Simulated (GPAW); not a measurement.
# NH4Br (P-43m): one start, several treatments of the self-energy

Wanted: the gap of NH4Br (P-43m) under several approximations, with cost.

Method: LDA and many-body steps on it, plane waves, in GPAW 26.7.0.

## (1) Set-up

Symmetry: P-43m, No. 215, cubic system. Conventional cell: a = 4.000 Å, b = 4.000 Å, c = 4.000 Å, α = 90.00°, β = 90.00°, γ = 90.00°. Nearest to H lie 1 N at 1.03 Å. Nearest to Br lie 4 H at 2.44 Å. Nearest to N lie 4 H at 1.03 Å. Farther neighbours and most contacts between anions are not listed.

As a file:

```cif
data_structure
_symmetry_space_group_name_H-M 'P 1'
_symmetry_Int_Tables_number 1
_cell_length_a 4.0000
_cell_length_b 4.0000
_cell_length_c 4.0000
_cell_angle_alpha 90.000
_cell_angle_beta 90.000
_cell_angle_gamma 90.000
_cell_volume 64.00
loop_
_atom_site_label
_atom_site_type_symbol
_atom_site_fract_x
_atom_site_fract_y
_atom_site_fract_z
_atom_site_occupancy
H1 H 0.14800 0.14800 0.14800 1
H2 H 0.14800 0.85200 0.85200 1
H3 H 0.85200 0.85200 0.14800 1
H4 H 0.85200 0.14800 0.85200 1
Br5 Br 0.50000 0.50000 0.50000 1
N6 N 0.00000 0.00000 0.00000 1
```

The cell and positions come from the Crystallography Open Database and are kept as given unless a step says otherwise.

## (2) Empty states on the mesh, 4×4×4 mesh, 421 bands

This step: GPAW 26.7.0; DFT, LDA, plane waves, PAW.

The sums over transitions need many empty states on a uniform mesh; this step solves for them.

Input file run.py:

```python
import json
import numpy as np
from gpaw.mpi import world
from gpaw import GPAW

calc = GPAW('gs.gpw').fixed_density(kpts={'size': (4, 4, 4), 'gamma': True},
    parallel={'domain': 1, 'band': 1},
    txt='nscf.txt')
calc.diagonalize_full_hamiltonian(nbands=421)
calc.write('full.gpw', mode='all')
res = {}
kpts = calc.get_ibz_k_points()
res['kpts'] = kpts
res['eigenvalues'] = [calc.get_eigenvalues(kpt=k) for k in range(len(kpts))]
res['n_electrons'] = calc.get_number_of_electrons()

if world.rank == 0:
    with open('result.json', 'w') as f:
        json.dump(res, f, default=lambda x: x.tolist())
```

Launch:

```sh
> mpirun -n 4 gpaw python run.py
```

Numbers of over 12 decimals in the logs are rounded to 6 here.

What it wrote:

```text
Diagonalizing LCAO Hamiltonian
Converting LCAO to pw mode
convergence criteria:
- Maximum integral of absolute [eigenst]ate change: 4e-08 eV^2 / valence electron
maximum number of iterations: 100

SCF iterations
|iter     |     time |      energy | eigst |  dens |
|iter:   1|  |             | +1.81 |       |
|iter:   2|  |             | +0.29 |       |
|iter:   3|  |             | -0.08 |       |
|iter:   4|  |             | -1.72 |       |
|iter:   5|  |             | -3.67 |       |
|iter:   6|  |             | -5.24 |       |
|iter:   7|  |             | -6.44 |       |
|iter:   8|  |             | -7.44c|       |
SCF steps: 8
  __  _  _
 | _ |_)|_||  |
 |__||  | ||/\| - 26.7.0

Input parameters:
  mode=PW(ecut=600.0),
  convergence={'density': 1e-06, 'bands': -3},
  gpts=array([24, 24, 24]),
  kpts=MonkhorstPack(size=(4, 4, 4), gamma=True),
  maxiter=100,
  nbands=17,
  occupations=Occupations(name='fermi-dirac', width=0.001, fixmagmom=False),
  parallel={'domain': 1, 'band': 1},
  xc=XC(name='LDA')
Matrix size: 2120x2120
# Writing to full.gpw (mode='all')
  [... matrices ...]

timing:  # [seconds]
  Total: 30.962  # ━━━━━━━━━━━━━━━━━━━━━━━━━━━━━━━━━━━━━━━━━━━━━━━━━━━━━━━━━━
```

The job ended after 35 s (4 MPI ranks of Arm Neoverse V1, shared host; peak memory 2.1 GiB).

Numbers from this step:

```yaml
gap: 3.937 eV
k_of_the_valence_top: 0.5, 0.5, 0
k_of_the_conduction_bottom: 0, 0, 0
least_direct_gap: 4.025 eV
k_points_computed: 10
lowest_point_of_the_top_converged_band_above_the_valence_top: 191.2207 eV
```

On this mesh the gap is 3.937 eV.

## (3) G0W0, Godby-Needs plasmon pole

G0W0 replaces the xc potential by the self-energy, built once from these orbitals. Only a window of levels is corrected, while the sums run over the empty bands that the input names.

This step: G0W0 on LDA, plane waves, PAW.

Input file run.py:

```python
import json
import numpy as np
from gpaw.mpi import world
from gpaw.response.g0w0 import G0W0

gw = G0W0('full.gpw',
    filename='gw',
    kpts=[0, 7],
    bands=(6, 10),
    ecut=120,
    nbands=191,
    integrate_gamma='WS',
    ppa=True)
gw.calculate()
res = {mode: {k: v for k, v in r.items() if k != 'sigma_eskwn'}
       for mode, r in gw.all_results.items()}

if world.rank == 0:
    with open('result.json', 'w') as f:
        json.dump(res, f, default=lambda x: x.tolist())
```

Launch:

```sh
> mpirun -n 4 gpaw python run.py
```

What it wrote:

```text
Using integrator: PointIntegrator
FrequencyGridDescriptor(from 0.000+0.000j to 0.000+27.211j eV, 2 points)
Nonperiodic BCs:  [False False False]
Using integrator: PointIntegrator
FrequencyGridDescriptor(from 0.000+0.000j to 0.000+27.211j eV, 2 points)
Nonperiodic BCs:  [False False False]
  ___  _ _ _
 |   || | | |
 | | || | | |
 |__ ||_____|
 |___|

BZ k-points: Symmetries present (total): 24

  [... matrices ...]
64 k-points: 4 x 4 x 4 Monkhorst-Pack grid + [1/8,1/8,1/8]
10 k-points in the irreducible part of the Brillouin zone
       k-points in crystal coordinates                weights
   0:     0.00000000    0.00000000    0.00000000          1/64
   1:     0.25000000    0.00000000    0.00000000          6/64
   2:     0.25000000    0.25000000    0.00000000         12/64
   3:     0.25000000    0.25000000    0.25000000          8/64
   4:     0.50000000    0.00000000    0.00000000          3/64
   5:     0.50000000    0.25000000    0.00000000         12/64
   6:     0.50000000    0.25000000    0.25000000         12/64
   7:     0.50000000    0.50000000    0.00000000          3/64
   8:     0.50000000    0.50000000    0.25000000          6/64
   9:     0.50000000    0.50000000    0.50000000          1/64

Distributing spins, k-points and bands (1 x 2 x 4) over 4 processes
Number of blocks: 1

Quasi particle states:
k-points (IBZ indices): [0, 7]
Band range: (6, 10)
  [... matrices ...]
Computational parameters:
Plane wave cut-off: 120 eV
Number of bands: 191
Coulomb cutoff: None
Broadening: 0.1 eV

fxc modes: GW
Kernel: RPA
Using Godby-Needs plasmon-pole approximation:
  Fitting energy: i*E0, E0 = 1.000 Hartree
Summing all q:

Calculating screened Coulomb potential
No Coulomb truncation
FrequencyGridDescriptor(from 0.000+0.000j to 0.000+27.211j eV, 2 points)
Removing empty qpoint cache files...

Calculating chi0 body with:
    Ground state adapter containing:
    Number of spins: 1
    Number of kpoints: 64
    Number of irreducible kpoints: 10
    Number of completely occupied states: 8
    Number of partially occupied states: 8
    Occupied states memory: 1.6875 M / cpu

    Linear response parametrization:
    q_c: [0.0, 0.0, 0.0]
    Number of frequency points: 2
    Planewave cutoff: 120.0
    Number of bands: 191
    Number of planewaves: 179
    Broadening (eta): 1e-06
    comm.size: 4
    kncomm.size: 4
    blockcomm.size: 1

    Memory estimate of potentially large arrays:
        chi0_wGG: 0.977814 M / cpu
Integrating chi0 body.

Symmetries of q_c:
    Direct symmetries (Uq -> q): 24
    Indirect symmetries (TUq -> q): 24
In total 48 allowed symmetries.

  [... matrices ...]
10 groups of equivalent kpoints. 84.375% reduction.

Integral kind: response function
Integrating chi0 head and wings.

Symmetries of q_c:
    Direct symmetries (Uq -> q): 24
    Indirect symmetries (TUq -> q): 24
In total 48 allowed symmetries.

  [... matrices ...]
10 groups of equivalent kpoints. 84.375% reduction.

Integral kind: response function wings

Calculating chi0 body with:
    Ground state adapter containing:
    Number of spins: 1
    Number of kpoints: 64
    Number of irreducible kpoints: 10
    Number of completely occupied states: 8
    Number of partially occupied states: 8
    Occupied states memory: 1.6875 M / cpu

    Linear response parametrization:
[... the further q-points ...]

Results:
f:      Occupation numbers
eps:     KS-eigenvalues [eV]
vxc:     KS vxc [eV]
exx:     Exact exchange [eV]
sigma:   Self-energies [eV]
dsigma:  Self-energy derivatives
Z:       Renormalization factors
qp:      QP-energies [eV]

k-point 0 (0): (0.000, 0.000, 0.000)                GW
band       f     eps     vxc     exx   sigma  dsigma       Z      qp
                                                                   GW
   6   1.000   0.065 -16.198 -19.643   1.837  -0.226   0.816  -1.248
   7   1.000   0.065 -16.198 -19.643   1.837  -0.226   0.816  -1.248
   8   0.000   4.089 -11.082  -6.463  -3.286  -0.176   0.850   5.223
   9   0.000   6.782  -7.717  -3.217  -3.401  -0.165   0.858   7.725

k-point 1 (7): (0.500, 0.500, 0.000)                GW
band       f     eps     vxc     exx   sigma  dsigma       Z      qp
                                                                   GW
   6   1.000  -0.923 -15.196 -18.997   2.032  -0.231   0.813  -2.361
   7   1.000   0.152 -16.186 -19.629   1.817  -0.226   0.816  -1.174
   8   0.000   5.575  -9.597  -4.924  -3.396  -0.174   0.852   6.663
   9   0.000   6.490 -10.072  -5.079  -3.498  -0.176   0.851   7.762
```

The job ended after 64 s (4 MPI ranks; peak memory 1.3 GiB).

Numbers from this step:

```
G0W0 gap on the points computed              : 6.397 eV
least direct G0W0 gap on the computed points : 6.471 eV
Z at the valence top                         : 0.8159
Z at the conduction bottom                   : 0.8505
starting gap on the mesh                     : 3.937 eV
k of the valence top                         : 0.5, 0.5, 0
k of the conduction bottom                   : 0, 0, 0
```

The gap on the mesh goes from 3.94 eV to 6.40 eV, a correction of +2.46 eV.

## (4) One-shot HSE06

This step: one-shot HSE06 levels on LDA orbitals, plane waves, PAW.

Input file run.py:

```python
import json
import numpy as np
from gpaw.mpi import world
from gpaw.hybrids.eigenvalues import non_self_consistent_eigenvalues

dft, vxc, vxc_hyb = non_self_consistent_eigenvalues('full.gpw', 'HSE06', 6, 10, kpt_indices=[0, 7])
res = {'dft': dft[0], 'hybrid': (dft - vxc + vxc_hyb)[0]}
if world.rank == 0:
    with open('hybrid.txt', 'w') as f:
        for k, e0, e1 in zip([0, 7], res['dft'], res['hybrid']):
            print(k, ' '.join(f'{x:9.4f}' for x in e0), '|', ' '.join(f'{x:9.4f}' for x in e1), file=f)

if world.rank == 0:
    with open('result.json', 'w') as f:
        json.dump(res, f, default=lambda x: x.tolist())
```

Launch:

```sh
> mpirun -n 4 gpaw python run.py
```

What it wrote:

```text
IBZ(<points: 10, symmetries: 24>)
Occupied bands: 8
Transforming wave functions from IBZ to BZ: 0.035 seconds
Distributing wave functions and iFFT-ing to real space: 0.226 seconds
Calculating eigenvalues:
  k-points: 2
  Bands: 6-9 (inclusive)
  Seconds: 0.660 (wave-function broadcasting: 0.012 seconds)
HSE06-eigenvalue shifts:
  min: -0.693 eV
  ave: 0.081 eV
  max: 0.844 eV
```

Run time: 3.6 s. Hardware: 4 MPI ranks; peak memory 0.48 GiB.

Numbers from this step:

```yaml
starting_gap_on_the_mesh: 3.937 eV
hybrid_gap_on_the_mesh: 5.348 eV
least_direct_hybrid_gap_on_the_computed_points: 5.438 eV
```

## (5) G0W0, extrapolated in the cutoff

This step: G0W0 on LDA, plane waves, PAW.

Input file run.py:

```python
import json
import numpy as np
from gpaw.mpi import world
from gpaw.response.g0w0 import G0W0

gw = G0W0('full.gpw',
    filename='gw',
    kpts=[0, 7],
    bands=(6, 10),
    ecut=200.0,
    integrate_gamma='WS',
    ppa=True,
    ecut_extrapolation=True)
gw.calculate()
res = {mode: {k: v for k, v in r.items() if k != 'sigma_eskwn'}
       for mode, r in gw.all_results.items()}

if world.rank == 0:
    with open('result.json', 'w') as f:
        json.dump(res, f, default=lambda x: x.tolist())
```

Launch:

```sh
> mpirun -n 4 gpaw python run.py
```

What it wrote:

```text
Using integrator: PointIntegrator
FrequencyGridDescriptor(from 0.000+0.000j to 0.000+27.211j eV, 2 points)
Nonperiodic BCs:  [False False False]
Using integrator: PointIntegrator
FrequencyGridDescriptor(from 0.000+0.000j to 0.000+27.211j eV, 2 points)
Nonperiodic BCs:  [False False False]
  ___  _ _ _
 |   || | | |
 | | || | | |
 |__ ||_____|
 |___|

BZ k-points: Symmetries present (total): 24

  [... matrices ...]
64 k-points: 4 x 4 x 4 Monkhorst-Pack grid + [1/8,1/8,1/8]
10 k-points in the irreducible part of the Brillouin zone
       k-points in crystal coordinates                weights
   0:     0.00000000    0.00000000    0.00000000          1/64
   1:     0.25000000    0.00000000    0.00000000          6/64
   2:     0.25000000    0.25000000    0.00000000         12/64
[...]
8:     0.50000000    0.50000000    0.25000000          6/64
   9:     0.50000000    0.50000000    0.50000000          1/64

Distributing spins, k-points and bands (1 x 2 x 4) over 4 processes
Number of blocks: 1

Quasi particle states:
k-points (IBZ indices): [0, 7]
Band range: (6, 10)
  [... matrices ...]
Computational parameters:
Extrapolating to infinite plane wave cut-off using points at:
  172.355 eV
  184.896 eV
  200.000 eV
Number of bands: 411
Coulomb cutoff: None
Broadening: 0.1 eV

fxc modes: GW
Kernel: RPA
Using Godby-Needs plasmon-pole approximation:
  Fitting energy: i*E0, E0 = 1.000 Hartree
Summing all q:

Calculating screened Coulomb potential
No Coulomb truncation
FrequencyGridDescriptor(from 0.000+0.000j to 0.000+27.211j eV, 2 points)
Removing empty qpoint cache files...

Calculating chi0 body with:
    Ground state adapter containing:
    Number of spins: 1
    Number of kpoints: 64
    Number of irreducible kpoints: 10
[...]
kncomm.size: 4
    blockcomm.size: 1

    Memory estimate of potentially large arrays:
        chi0_wGG: 5.827911 M / cpu
Integrating chi0 body.

Symmetries of q_c:
    Direct symmetries (Uq -> q): 24
    Indirect symmetries (TUq -> q): 24
In total 48 allowed symmetries.

  [... matrices ...]
10 groups of equivalent kpoints. 84.375% reduction.

Integral kind: response function
Integrating chi0 head and wings.

Symmetries of q_c:
    Direct symmetries (Uq -> q): 24
    Indirect symmetries (TUq -> q): 24
In total 48 allowed symmetries.

  [... matrices ...]
10 groups of equivalent kpoints. 84.375% reduction.

Integral kind: response function wings

Calculating chi0 body with:
    Ground state adapter containing:
    Number of spins: 1
    Number of kpoints: 64
    Number of irreducible kpoints: 10
    Number of completely occupied states: 8
    Number of partially occupied states: 8
    Occupied states memory: 1.6875 M / cpu

    Linear response parametrization:
[... the further q-points ...]
Extrapolating selfenergy to infinite energy cutoff:
  Performing linear fit to 3 points
  Minimum R^2 = 0.9852. (R^2 Should be close to 1)
  [... matrices ...]
Results:
f:      Occupation numbers
eps:     KS-eigenvalues [eV]
vxc:     KS vxc [eV]
exx:     Exact exchange [eV]
sigma:   Self-energies [eV]
dsigma:  Self-energy derivatives
Z:       Renormalization factors
qp:      QP-energies [eV]

k-point 0 (0): (0.000, 0.000, 0.000)                GW
band       f     eps     vxc     exx   sigma  dsigma       Z      qp
                                                                   GW
   6   1.000   0.065 -16.198 -19.643   1.443  -0.228   0.814  -1.566
   7   1.000   0.065 -16.198 -19.643   1.443  -0.228   0.814  -1.566
   8   0.000   4.089 -11.082  -6.463  -3.500  -0.178   0.849   5.039
[...]
k-point 1 (7): (0.500, 0.500, 0.000)                GW
band       f     eps     vxc     exx   sigma  dsigma       Z      qp
                                                                   GW
[...]
8   0.000   5.575  -9.597  -4.924  -3.538  -0.176   0.851   6.540
   9   0.000   6.490 -10.072  -5.079  -3.661  -0.177   0.850   7.622
```

Run time: 9.8 min. Hardware: 4 MPI ranks; peak memory 1.7 GiB; 39 min of CPU time.

This step gave:

```yaml
quasiparticle_gap_on_the_points_computed: 6.524 eV
least_direct_quasiparticle_gap_on_the_computed_points: 6.605 eV
z_at_the_valence_top: 0.8144
z_at_the_conduction_bottom: 0.8488
starting_gap_on_the_mesh: 3.937 eV
k_of_the_valence_top: 0.5, 0.5, 0
k_of_the_conduction_bottom: 0, 0, 0
gaps_at_the_cutoffs_of_the_extrapolation: 6.463, 6.470, 6.475 eV
```

Against G0W0 in GPAW (4×4×4 mesh, 191 bands, screening to 120 eV, Godby-Needs plasmon pole), the gap moves by +0.126 eV.

## (6) One-shot PBE0

This step: one-shot PBE0 levels on LDA orbitals, plane waves, PAW.

Input file run.py:

```python
import json
import numpy as np
from gpaw.mpi import world
from gpaw.hybrids.eigenvalues import non_self_consistent_eigenvalues

dft, vxc, vxc_hyb = non_self_consistent_eigenvalues('full.gpw', 'PBE0', 6, 10, kpt_indices=[0, 7])
res = {'dft': dft[0], 'hybrid': (dft - vxc + vxc_hyb)[0]}
if world.rank == 0:
    with open('hybrid.txt', 'w') as f:
        for k, e0, e1 in zip([0, 7], res['dft'], res['hybrid']):
            print(k, ' '.join(f'{x:9.4f}' for x in e0), '|', ' '.join(f'{x:9.4f}' for x in e1), file=f)

if world.rank == 0:
    with open('result.json', 'w') as f:
        json.dump(res, f, default=lambda x: x.tolist())
```

Launch:

```sh
> mpirun -n 4 gpaw python run.py
```

What it wrote:

```text
IBZ(<points: 10, symmetries: 24>)
Occupied bands: 8
Transforming wave functions from IBZ to BZ: 0.035 seconds
Distributing wave functions and iFFT-ing to real space: 0.210 seconds
Calculating eigenvalues:
  k-points: 2
  Bands: 6-9 (inclusive)
  Seconds: 1.002 (wave-function broadcasting: 0.012 seconds)
HSE06-eigenvalue shifts:
  min: -1.124 eV
  ave: 0.059 eV
  max: 1.244 eV
```

Wall time 3.9 s (4 MPI ranks); peak memory 0.47 GiB; 15 s of CPU time.

This step gave:

```yaml
starting_gap_on_the_mesh: 3.937 eV
hybrid_gap_on_the_mesh: 6.151 eV
least_direct_hybrid_gap_on_the_computed_points: 6.238 eV
```

## (7) G0W0, full frequency, Hilbert transform

This step: G0W0 on LDA, plane waves, PAW.

Input file run.py:

```python
import json
import numpy as np
from gpaw.mpi import world
from gpaw.response.g0w0 import G0W0

gw = G0W0('full.gpw',
    filename='gw',
    kpts=[0, 7],
    bands=(6, 10),
    ecut=120,
    nbands=191,
    integrate_gamma='WS',
    frequencies={'type': 'nonlinear', 'domega0': 0.1, 'omega2': 15.0},
    eta=0.1,
    nblocksmax=True)
gw.calculate()
res = {mode: {k: v for k, v in r.items() if k != 'sigma_eskwn'}
       for mode, r in gw.all_results.items()}

if world.rank == 0:
    with open('result.json', 'w') as f:
        json.dump(res, f, default=lambda x: x.tolist())
```

Launch:

```sh
> mpirun -n 4 gpaw python run.py
```

What it wrote:

```text
Using integrator: PointIntegrator
NonLinearFrequencyDescriptor(from 0.000 to 133.806 eV, 286 points)
Nonperiodic BCs:  [False False False]
Using integrator: PointIntegrator
NonLinearFrequencyDescriptor(from 0.000 to 133.806 eV, 286 points)
Nonperiodic BCs:  [False False False]
  ___  _ _ _
 |   || | | |
 | | || | | |
 |__ ||_____|
 |___|

BZ k-points: Symmetries present (total): 24

  [... matrices ...]
64 k-points: 4 x 4 x 4 Monkhorst-Pack grid + [1/8,1/8,1/8]
10 k-points in the irreducible part of the Brillouin zone
[...]
GW
   6   1.000   0.065 -16.198 -19.643   1.802  -0.246   0.802  -1.254
   7   1.000   0.065 -16.198 -19.643   1.802  -0.246   0.802  -1.254
   8   0.000   4.089 -11.082  -6.463  -3.264  -0.215   0.823   5.204
[...]
k-point 1 (7): (0.500, 0.500, 0.000)                GW
band       f     eps     vxc     exx   sigma  dsigma       Z      qp
                                                                   GW
[...]
8   0.000   5.575  -9.597  -4.924  -3.375  -0.203   0.831   6.654
   9   0.000   6.490 -10.072  -5.079  -3.488  -0.196   0.836   7.749
```

Run time: 2.1 min. Hardware: 4 MPI ranks; peak memory 2 GiB; 8.5 min of CPU time.

Numbers from this step:

```
G0W0 gap on the points computed              : 6.389 eV
least direct G0W0 gap on the computed points : 6.458 eV
starting gap on the mesh                     : 3.937 eV
k of the valence top                         : 0.5, 0.5, 0
k of the conduction bottom                   : 0, 0, 0
```

Against G0W0 in GPAW (4×4×4 mesh, 191 bands, screening to 120 eV, Godby-Needs plasmon pole), the gap moves by −0.008 eV.

## (8) Side by side

Times are wall times on 4 MPI ranks of Arm Neoverse V1, shared host, good to a factor of about two.

| run | mesh | bands | screening cutoff (eV) | DFT gap (eV) | gap on the mesh (eV) | direct (eV) | time |
| --- | --- | --- | --- | --- | --- | --- | --- |
| G0W0, Godby-Needs plasmon pole | 4×4×4 | 191 | 120 | 3.937 | 6.397 | 6.471 | 64 s |
| one-shot HSE06 | 4×4×4 | - | - | 3.937 | 5.348 | 5.438 | 3.6 s |
| G0W0, extrapolated in the cutoff | 4×4×4 | - | 200 | 3.937 | 6.524 | 6.605 | 9.8 min |
| one-shot PBE0 | 4×4×4 | - | - | 3.937 | 6.151 | 6.238 | 3.9 s |
| G0W0, full frequency, Hilbert transform | 4×4×4 | 191 | 120 | 3.937 | 6.389 | 6.458 | 2.1 min |

## (9) Summary of results

```json
{
 "G0W0, Godby-Needs plasmon pole": "6.397 eV",
 "one-shot HSE06": "5.348 eV",
 "G0W0, extrapolated in the cutoff": "6.524 eV",
 "one-shot PBE0": "6.151 eV",
 "G0W0, full frequency, Hilbert transform": "6.389 eV",
 "known limits": "not at the basis limit; no spin-orbit coupling; coarse k mesh"
}
```

In words: One-shot HSE06: −1.049 eV against G0W0, Godby-Needs plasmon pole. G0W0, extrapolated in the cutoff: +0.126 eV against G0W0, Godby-Needs plasmon pole, at other bands or cutoff, so not like for like. One-shot PBE0: −0.246 eV against G0W0, Godby-Needs plasmon pole. G0W0, full frequency, Hilbert transform: −0.008 eV against G0W0, Godby-Needs plasmon pole. One-shot hybrid levels are evaluated on the LDA orbitals. Bands and cutoff are finite, so the gap is not at the basis limit. The miss can reach some tenths of an eV and take either sign; the mesh is an error of its own. These stock PAW sets were not made for GW; the filled d or f shell of Br lies in the frozen core, which bears on start and correction. In the G0W0 runs levels were corrected at 2 k points alone, so a gap called «on the mesh» is the least over those, and an edge elsewhere would be missed. The 4×4×4 mesh is coarse for this cell, which bears on the long-range parts of exchange and screening. The many-body steps are scalar-relativistic: spin-orbit coupling is not in them.

[Paths, hosts, dates, memory and timing lines, banners, echoed tables and standing remarks are left out of the program output.]

[Logs are printed without paths, hosts, clocks, repeated set-up lines and the standing remarks that a program may print on its own settings, such as how far it seeks lower states.]

[Runs of the session that timed out or met a known fault of the program may be left out.]

[Hosts, paths, dates, database ids (printed as entryN), source tags and the programs' standing remarks are cut or masked in the printed files.]
